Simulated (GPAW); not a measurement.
# Ballistic transport through 1,4-diisocyanobenzene between two Ir chains, cheap and dear

Aim: T(E), conductance and thermopower of 1,4-diisocyanobenzene between two Ir chains, and what cheaper settings cost in accuracy.

Method: GPAW LCAO, PAW setups; Landauer transmission from Green's functions with principal layers (ASE), zero bias, in GPAW 26.7.0.

This is a report of a sequence of runs, with most program output left out.

## Step 1: Starting point

The cell holds 28 atoms: 14 Ir, 8 C, 2 N and 4 H. Cell: a = 10.816 Å, b = 9.000 Å, c = 41.996 Å, α = 90.0°, β = 90.0°, γ = 90.0°. Regions: left lead, 7 atoms (7 Ir); channel, 14 atoms (8 C, 2 N and 4 H); right lead, 7 atoms (7 Ir). Vacuum lies along a and b. The structure is stacked along c, and the current runs across the ab planes.

## Step 2: Double-zeta polarised basis

Localised orbitals split the wire into layers that couple to their neighbours alone, which is what the Green's function method needs; double zeta with polarisation is the usual level for numbers.

Input file run.py:

```python
import json
import numpy as np
from ase import Atoms
from ase.transport.calculators import TransportCalculator
from gpaw import GPAW, FermiDirac
from gpaw.lcao.tools import get_lcao_hamiltonian
from scipy.linalg import eigh

# The junction with lead layers at both ends, along the third cell vector
device = Atoms(
    ['Ir', 'Ir', 'Ir', 'Ir', 'Ir', 'Ir', 'Ir', 'C', 'N', 'C', 'H', 'H', 'C', 'C', 'C', 'C', 'H', 'H', 'C', 'N', 'C', 'Ir', 'Ir', 'Ir', 'Ir', 'Ir', 'Ir', 'Ir'],
    positions=[
        [5.40801, 4.50000, 1.15000],
        [5.40801, 4.50000, 3.45000],
        [5.40801, 4.50000, 5.75000],
        [5.40801, 4.50000, 8.05000],
        [5.40801, 4.50000, 10.35000],
        [5.40801, 4.50000, 12.65000],
        [5.40801, 4.50000, 14.95000],
        [5.40801, 4.50000, 17.06000],
        [5.40801, 4.50000, 18.23178],
        [5.40801, 4.50000, 19.62006],
        [3.25000, 4.49999, 19.75143],
        [7.56602, 4.50001, 19.75143],
        [6.62769, 4.50000, 20.30032],
        [4.18833, 4.50000, 20.30032],
        [6.62769, 4.49999, 21.69540],
        [4.18833, 4.50000, 21.69540],
        [7.56601, 4.49999, 22.24430],
        [3.25001, 4.50000, 22.24430],
        [5.40801, 4.50000, 22.37567],
        [5.40801, 4.50000, 23.76394],
        [5.40801, 4.50000, 24.93572],
        [5.40801, 4.50000, 27.04572],
        [5.40801, 4.50000, 29.34572],
        [5.40801, 4.50000, 31.64572],
        [5.40801, 4.50000, 33.94572],
        [5.40801, 4.50000, 36.24572],
        [5.40801, 4.50000, 38.54572],
        [5.40801, 4.50000, 40.84572]],
    cell=[[10.81602, 0.0, 0.0], [0.0, 9.0, 0.0], [0.0, 0.0, 41.99572]],
    pbc=True)

# One principal layer of the lead: the first 5 atoms of the device
lead = Atoms(
    ['Ir', 'Ir', 'Ir', 'Ir', 'Ir'],
    positions=[
        [5.40801, 4.50000, 1.15000],
        [5.40801, 4.50000, 3.45000],
        [5.40801, 4.50000, 5.75000],
        [5.40801, 4.50000, 8.05000],
        [5.40801, 4.50000, 10.35000]],
    cell=[[10.81602, 0.0, 0.0], [0.0, 9.0, 0.0], [0.0, 0.0, 11.5]],
    pbc=True)

settings = dict(mode='lcao', basis='dzp', xc='PBE', h=0.18,
                occupations=FermiDirac(0.1), maxiter=250,
                mixer=dict(beta=0.1, nmaxold=8, weight=100.0),
                convergence=dict(density=0.0001))
energies = np.arange(-3, 3 + 1e-9, 0.075)
eta = 0.0001
n1, n2 = 1, 1
# k and -k transmit alike, so half of the mesh across the current serves
mesh = [(i, j) for i in range(n1) for j in range(n2) if (i, j) <= (-i % n1, -j % n2)]
weights = np.array([1 if (i, j) == (-i % n1, -j % n2) else 2 for i, j in mesh]) / (n1 * n2)


def ground_state(atoms, size, txt):
    atoms.calc = GPAW(kpts={'size': size, 'gamma': True}, symmetry={'tolerance': 1e-3}, txt=txt, **settings)
    atoms.get_potential_energy()
    return atoms.calc.get_fermi_level()


def blocks(atoms, fermi, points, nz, cells):
    """H - E_F S and S between cell 0 and the cells above it, at each point across the current."""
    kz = np.arange(nz) / nz
    calc = atoms.calc.fixed_density(kpts=[(*k, z) for k in points for z in kz], symmetry='off', txt=None)
    H, S = get_lcao_hamiltonian(calc)
    H = (H - fermi * S).reshape(len(H), len(points), nz, *S.shape[1:])
    S = S.reshape(H.shape[1:])
    phases = [np.exp(-2j * np.pi * kz * R) / nz for R in cells]
    return [(np.einsum('skzij,z->ksij', H, p), np.einsum('kzij,z->kij', S, p)) for p in phases]


def pair(a, b):
    return np.block([[a, b], [b.T.conj(), a]])


def count_channels(h, s, cells, nk=240):
    """Half the number of times that the lead's bands cross each energy, unfolded to its shortest repeat."""
    b = len(h) // cells
    bands = []
    for k in (np.arange(nk + 1) + 0.5) / nk:
        hk, sk = h[:b, :b].copy(), s[:b, :b].copy()
        for R in range(1, cells):
            phase, block = np.exp(2j * np.pi * k * R), slice(R * b, (R + 1) * b)
            hk += h[:b, block] * phase + (h[:b, block] * phase).T.conj()
            sk += s[:b, block] * phase + (s[:b, block] * phase).T.conj()
        w, u = eigh(sk)
        x = u[:, w > 1e-5] / w[w > 1e-5]**0.5  # drop near-dependent combinations
        bands.append(np.r_[eigh(x.T.conj() @ hk @ x, eigvals_only=True), [1e9] * (w <= 1e-5).sum()])
    below = np.array(bands)[:, :, None] < energies
    return (below[1:] != below[:-1]).sum((0, 1)) / 2


fermi_lead = ground_state(lead, (1, 1, 10), 'lead.txt')
fermi_device = ground_state(device, (1, 1, 2), 'device.txt')
T, channels, eigen, tail, misfit, shifts = [], [], [], 0.0, 0.0, []
for first in range(0, len(mesh), 141):
    points = [(i / n1, j / n2) for i, j in mesh[first:first + 141]]
    (H0k, S0k), (H1k, S1k), (H2k, _) = blocks(lead, fermi_lead, points, 5, range(3))
    [(Hk, Sk)] = blocks(device, fermi_device, points, 2, [0])
    tail = max(tail, abs(H2k).max())
    for H0, S0, H1, S1, H, S in zip(H0k, S0k, H1k, S1k, Hk, Sk):
        n = len(S0)
        # Shift the lead onto the potential of the device's first layer
        shift = ((H[:, 0, 0] - H0[:, 0, 0]) / S0[0, 0]).real.mean()
        shifts.append(shift)
        misfit = max(misfit, abs(H[:, :n, :n] - H0 - shift * S0).max())
        Tk, Ck, Ek = [], [], []
        for s in range(len(H)):
            t = s % len(H0)  # a lead without moments serves both spins
            h1, s1 = pair(H0[t] + shift * S0, H1[t] + shift * S1), pair(S0, S1)
            leads = dict(h1=h1, s1=s1, energies=energies, eta=eta, eta1=eta, eta2=eta)
            calc = TransportCalculator(h=H[s], s=S, eigenchannels=3, **leads)
            Tk.append(calc.get_transmission())
            Ek.append(np.sort(calc.eigenchannels_ne, axis=0)[::-1])
            Ck.append(count_channels(h1, s1, 10))
        T.append(Tk)
        channels.append(Ck)
        eigen.append(Ek)
T, channels = np.array(T), np.array(channels)
mean, open_channels = np.einsum('kse,k->se', T, weights), np.einsum('kse,k->se', channels, weights)

print(f'basis functions: device {len(S)}, principal layer {n}')
print(f'Fermi level: lead {fermi_lead:.4f} eV, device {fermi_device:.4f} eV; lead shifted by {np.mean(shifts):.4f} eV')
print(f'largest coupling past the next layer {tail:.2e} eV, largest misfit of the first layer {misfit:.3f} eV')
print('  E-E_F (eV)   ' + 'T (one spin)  channels')
for e, t, c in zip(energies, mean.T, open_channels.T):
    print(f'{e:10.3f}  ', *[f'{x:11.4e}' for x in t], *[f'{x:9.4f}' for x in c])

kT = 8.617333e-5 * 200
fine = np.linspace(energies[0], energies[-1], 4001)
both = np.exp(np.interp(fine, energies, np.log(np.maximum(mean.sum(0) * 2 / len(mean), 1e-30))))
fermi = lambda mu: 1 / (1 + np.exp(np.clip((fine - mu) / kT, -200, 200)))
slope = fermi(0) * (1 - fermi(0)) / kT
G = np.trapezoid(both * slope, fine) / 2
seebeck = -np.trapezoid(both * slope * fine, fine) / (2 * G * 200) * 1e6
print(f'conductance at 200 K: {G:.5g} G0 a cell; thermopower {seebeck:.4g} uV/K')
bias = [0.1, 0.2, 0.5, 1.0, 1.5, 2.0]
current = [38.74 * np.trapezoid(both * (fermi(V / 2) - fermi(-V / 2)), fine) for V in bias]
for V, I in zip(bias, current):
    print(f'current from the zero-bias T(E) at {V} V: {I:.5g} uA')
zero = abs(energies).argmin()
json.dump(dict(energies=energies.tolist(), T=mean.tolist(), channels=open_channels.tolist(), G=G, seebeck=seebeck,
               bias=bias, current=current, tail=tail, misfit=misfit, shift=np.mean(shifts), n_device=len(S), n_lead=n,
               fermi=[fermi_lead, fermi_device], energy=device.get_potential_energy(),
               moments=device.get_magnetic_moments().tolist(), mesh=mesh, weights=weights.tolist(),
               T_k=T[:, :, zero].tolist(), eigen=np.array(eigen[0]).tolist()), open('result.json', 'w'))
```

The run is started by

```console
$ OMP_NUM_THREADS=1 OPENBLAS_NUM_THREADS=1 python run.py
```

Elapsed: 5.7 min, on 1 thread of Intel Xeon Platinum 8488C (Sapphire Rapids), shared host; peak memory 2.4 GiB.

This step gave:

* conductance: 0.1856 G₀
* largest coupling past the next principal layer: 1.48e-6 eV
* largest misfit of the first principal layer: 0.2202 eV
* shift that aligns the lead: -0.007992 eV
* basis functions of the junction: 528
* basis functions of a principal layer: 135
* transmission at the Fermi level (one spin): 0.1857

One spin. Table of transmission, zone mean by energy, zero at the Fermi level:

| energy (eV) | transmission, zone mean |
| --- | --- |
| -3.00 | 0.240 |
| -2.85 | 0.101 |
| -2.70 | 0.0641 |
| -2.55 | 0.0491 |
| -2.33 | 0.0386 |
| -2.17 | 0.0350 |
| -2.02 | 0.0330 |
| -1.88 | 0.0322 |
| -1.73 | 0.0326 |
| -1.57 | 0.0337 |
| -1.35 | 0.0366 |
| -1.20 | 0.0393 |
| -1.05 | 0.0430 |
| -0.90 | 0.0485 |
| -0.75 | 0.0568 |
| -0.60 | 0.0694 |
| -0.38 | 0.100 |
| -0.23 | 0.130 |
| -0.07 | 0.166 |
| 0.00 | 0.186 |
| 0.07 | 0.206 |
| 0.23 | 0.248 |
| 0.38 | 0.297 |
| 0.60 | 0.400 |
| 0.75 | 0.511 |
| 0.90 | 0.662 |
| 1.05 | 0.833 |
| 1.20 | 0.965 |
| 1.27 | 0.995 |
| 1.35 | 0.994 |
| 1.57 | 0.785 |
| 1.73 | 0.490 |
| 1.88 | 0.129 |
| 2.02 | 3.9e-8 |
| 2.17 | 0 |
| 2.33 | 0 |
| 2.55 | 5.2e-7 |
| 2.70 | 1.9e-6 |
| 2.85 | 0.272 |
| 3.00 | 0.998 |

Not self-consistent under bias; the bias window is split evenly. Current through one cell, from the zero-bias transmission against bias:

| bias (V) | current through one cell, from the zero-bias transmission (μA) |
| --- | --- |
| 0.100 | 1.44 |
| 0.200 | 2.88 |
| 0.500 | 7.24 |
| 1.000 | 15.0 |
| 1.500 | 24.5 |
| 2.000 | 37.8 |

Transmission of the three most open eigenchannels against energy, zero at the Fermi level:

```
energy (eV)  channel 1  channel 2  channel 3
      -3.00      0.240     1.7e-5     1.1e-5
      -2.85      0.101     2.1e-5     1.0e-5
      -2.70     0.0641     2.7e-5     9.4e-6
      -2.55     0.0490     3.3e-5     8.5e-6
      -2.33     0.0386     4.3e-5     7.4e-6
      -2.17     0.0349     5.0e-5     6.8e-6
      -2.02     0.0329     5.7e-5     6.2e-6
      -1.88     0.0322     6.5e-5     5.8e-6
      -1.73     0.0325     7.3e-5     5.2e-6
      -1.57     0.0337     8.2e-5     4.7e-6
      -1.35     0.0365     9.6e-5     4.6e-6
      -1.20     0.0392     1.1e-4     4.6e-6
      -1.05     0.0429     1.2e-4     4.7e-6
      -0.90     0.0483     1.3e-4     4.7e-6
      -0.75     0.0566     1.5e-4     4.7e-6
      -0.60     0.0692     1.7e-4     4.8e-6
      -0.38     0.0998     2.2e-4     5.0e-6
      -0.23      0.130     2.6e-4     5.3e-6
      -0.07      0.166     2.9e-4     5.7e-6
       0.00      0.185     3.1e-4     5.9e-6
       0.07      0.206     3.2e-4     5.9e-6
       0.23      0.248     3.3e-4     5.7e-6
       0.38      0.296     3.3e-4     5.1e-6
       0.60      0.400     3.3e-4     4.2e-6
       0.75      0.511     3.3e-4     3.3e-6
       0.90      0.662     3.4e-4     1.3e-6
       1.05      0.833     3.4e-4     1.1e-6
       1.20      0.965     3.4e-4     9.3e-7
       1.35      0.994     3.3e-4     7.9e-7
       1.57      0.785     2.7e-4     5.7e-7
       1.73      0.490     1.9e-4     4.0e-7
       1.88      0.129     6.1e-5     2.2e-7
       2.02     1.9e-8     1.9e-8     1.4e-9
       2.17    1.6e-10    1.0e-12          0
       2.33    1.1e-10    2.5e-12          0
       2.55     4.6e-7     4.6e-8     7.8e-9
       2.70     1.8e-6     7.1e-8     2.3e-8
       2.85      0.271     6.9e-4     4.4e-6
       3.00      0.997    0.00161     8.5e-6
```

Couplings past the next layer reach 1.5e-6 eV, small enough to drop; the matrix elements of the cell's first layer differ from the bulk lead's by up to 0.22 eV. That layer keeps its own values in the calculation, and only beyond it is the lead taken as perfect. The Fermi levels of lead and junction count from different zeros of potential, one for each periodic cell; with both set to zero, the small remaining shift is what aligns them. Without spin-orbit coupling, which is large for these atoms, channel counts and T are those of the scalar-relativistic bands. By hand: G = 0.1856 × 77.48 μS = 14.4 μS, a resistance of 69.5 kΩ; at 0.1 V a linear junction would pass 1.44 μA, and the integral over the bias window gives 1.44 μA.

## Step 3: Single-zeta polarised basis

The second zeta is dropped, the polarisation orbitals stay.

run.py: that of step 2 with these lines changed.

```diff
@@ -55,3 +55,3 @@
 
-settings = dict(mode='lcao', basis='dzp', xc='PBE', h=0.18,
+settings = dict(mode='lcao', basis='szp(dzp)', xc='PBE', h=0.18,
                 occupations=FermiDirac(0.1), maxiter=250,
```

Elapsed: 3.7 min, on 1 thread; peak memory 2.3 GiB.

This step gave:

- conductance: 0.3883 G₀
- largest misfit of the first principal layer: 0.2068 eV
- shift that aligns the lead: -0.02202 eV
- basis functions of the junction: 316
- basis functions of a principal layer: 75
- transmission at the Fermi level (one spin): 0.3883

One spin. Table of transmission, zone mean by energy, zero at the Fermi level:

| energy (eV) | transmission, zone mean |
| --- | --- |
| -3.0000 | 0.0356 |
| -2.7750 | 0.0263 |
| -2.4750 | 0.0230 |
| -2.2500 | 0.0228 |
| -2.0250 | 0.0241 |
| -1.7250 | 0.0285 |
| -1.5000 | 0.0335 |
| -1.2750 | 0.0403 |
| -0.9750 | 0.0553 |
| -0.7500 | 0.0781 |
| -0.5250 | 0.122 |
| -0.2250 | 0.242 |
| 0.0000 | 0.388 |
| 0.2250 | 0.572 |
| 0.5250 | 0.863 |
| 0.7500 | 0.998 |
| 0.9750 | 0.884 |
| 1.2750 | 0.587 |
| 1.5000 | 0.413 |
| 1.7250 | 0.247 |
| 2.0250 | 3.5e-8 |
| 2.2500 | 9.3e-10 |
| 2.4750 | 7.0e-6 |
| 2.7750 | 0.947 |
| 3.0000 | 0.998 |

Not self-consistent under bias; the bias window is split evenly. The current through one cell, from the zero-bias transmission by bias:

```csv
bias (V),"current through one cell, from the zero-bias transmission (μA)"
0.100,3.01
0.200,6.04
0.500,15.3
1.000,32.6
1.500,52.6
2.000,72.2
```

Table of transmission of the three most open eigenchannels by energy, zero at the Fermi level:

```
energy (eV)  channel 1  channel 2  channel 3
      -3.00     0.0356     2.3e-5     3.7e-6
      -2.77     0.0262     3.2e-5     3.2e-6
      -2.55     0.0234     4.2e-5     2.9e-6
      -2.40     0.0228     4.8e-5     2.7e-6
      -2.17     0.0230     5.9e-5     2.4e-6
      -1.95     0.0248     7.1e-5     2.2e-6
      -1.73     0.0284     8.6e-5     1.9e-6
      -1.57     0.0316     9.6e-5     1.8e-6
      -1.35     0.0376     1.1e-4     1.7e-6
      -1.12     0.0463     1.2e-4     1.6e-6
      -0.90     0.0612     1.4e-4     1.5e-6
      -0.75     0.0779     1.6e-4     1.5e-6
      -0.53      0.122     2.0e-4     1.4e-6
      -0.30      0.204     2.6e-4     1.5e-6
      -0.07      0.334     3.3e-4     1.8e-6
       0.00      0.388     3.4e-4     1.8e-6
       0.07      0.445     3.6e-4     1.8e-6
       0.30      0.641     3.8e-4     1.6e-6
       0.53      0.863     3.8e-4     1.2e-6
       0.75      0.998     3.9e-4     7.5e-7
       0.90      0.947     3.9e-4     2.7e-7
       1.12      0.731     4.2e-4     2.2e-7
       1.35      0.524     4.3e-4     1.8e-7
       1.57      0.360     4.1e-4     1.3e-7
       1.73      0.246     3.3e-4     9.9e-8
       1.95     7.4e-8     4.8e-8    1.8e-10
       2.17     7.6e-9    5.7e-10    8.4e-11
       2.40     1.2e-7     9.2e-9     3.4e-9
       2.55     1.5e-7     4.8e-8     9.5e-9
       2.77      0.944    0.00264     2.5e-7
       3.00      0.995    0.00318     7.6e-7
```

The conductance, 0.388 G₀, lies 109 % above that of the dzp run.

## Step 4: GPAW, sz: basis = "sz(dzp)"

One function for each valence shell of the setup, as for a first survey of a large system.

run.py: that of step 3 with these lines changed.

```diff
@@ -55,3 +55,3 @@
 
-settings = dict(mode='lcao', basis='szp(dzp)', xc='PBE', h=0.18,
+settings = dict(mode='lcao', basis='sz(dzp)', xc='PBE', h=0.18,
                 occupations=FermiDirac(0.1), maxiter=250,
```

Wall time 3.2 min (1 thread); peak memory 2.2 GiB.

Numbers from this step:

```
conductance                                    : 0.4941 G₀
largest coupling past the next principal layer : 1.47e-6 eV
largest misfit of the first principal layer    : 0.09419 eV
shift that aligns the lead                     : -0.02679 eV
basis functions of the junction                : 212
basis functions of a principal layer           : 60
transmission at the Fermi level (one spin)     : 0.4944
```

The conductance, 0.494 G₀, lies 166 % above that of the dzp run.

## Step 5: LDA in the dzp basis: xc = "LDA"

Back in the dzp basis, the functional changes from PBE to LDA, to set the spread between functionals beside that between bases.

run.py: that of step 4 with these lines changed.

```diff
@@ -55,3 +55,3 @@
 
-settings = dict(mode='lcao', basis='sz(dzp)', xc='PBE', h=0.18,
+settings = dict(mode='lcao', basis='dzp', xc='LDA', h=0.18,
                 occupations=FermiDirac(0.1), maxiter=250,
```

It took 4.9 min on 1 thread; peak memory 2.4 GiB.

Numbers from this step:

```yaml
conductance: 0.1899 G₀
largest_coupling_past_the_next_principal_layer: 1.53e-6 eV
largest_misfit_of_the_first_principal_layer: 0.2190 eV
shift_that_aligns_the_lead: -0.01240 eV
basis_functions_of_the_junction: 528
basis_functions_of_a_principal_layer: 135
transmission_at_the_fermi_level_one_spin: 0.1900
```

One spin. Table of transmission, zone mean by energy, zero at the Fermi level:

energy (eV), transmission, zone mean and a bar from the least value:
```
    -3.00      0.325 ##########
    -2.85      0.125 ####
    -2.70      0.075 ##
    -2.55      0.056 ##
    -2.33      0.042 #
    -2.17      0.038 #
    -2.02      0.035 #
    -1.88      0.034 #
    -1.73      0.034 #
    -1.57      0.035 #
    -1.35      0.038 #
    -1.20      0.040 #
    -1.05      0.044 #
    -0.90      0.049 #
    -0.75      0.057 ##
    -0.60      0.070 ##
    -0.38      0.101 ###
    -0.23      0.132 ####
    -0.07      0.170 #####
     0.00      0.190 ######
     0.07      0.211 ######
     0.23      0.255 ########
     0.38      0.303 #########
     0.60      0.406 ############
     0.75      0.512 ###############
     0.90      0.660 ####################
     1.05      0.831 #########################
     1.20      0.966 #############################
     1.27      0.996 ##############################
     1.35      0.993 ##############################
     1.57      0.774 #######################
     1.73      0.476 ##############
     1.88      0.098 ###
     2.02      0.000 
     2.17      0.000 
     2.33      0.000 
     2.55      0.000 
     2.70      0.000 
     2.85      0.000 
     3.00      0.987 ##############################
```

The conductance, 0.190 G₀, lies 2.3 % above that of the dzp run.

## Step 6: The ladder

Times are for 1 thread of Intel Xeon Platinum 8488C (Sapphire Rapids), shared host. The runs compared:

```
no.      run  conductance (G₀)     time  memory (GiB)
  1      dzp            0.1856  5.7 min           2.4
  2      szp            0.3883  3.7 min           2.3
  3       sz            0.4941  3.2 min           2.2
  4  dzp LDA            0.1899  4.9 min           2.4
```

(Part 1 of 2 ends here.)

[Logs are printed without paths, hosts, clocks, repeated set-up lines and the standing remarks that a program may print on its own settings, such as how far it seeks lower states.]

[Hosts, paths, dates, database ids (printed as entryN), source tags and the programs' standing remarks are cut or masked in the printed files.]
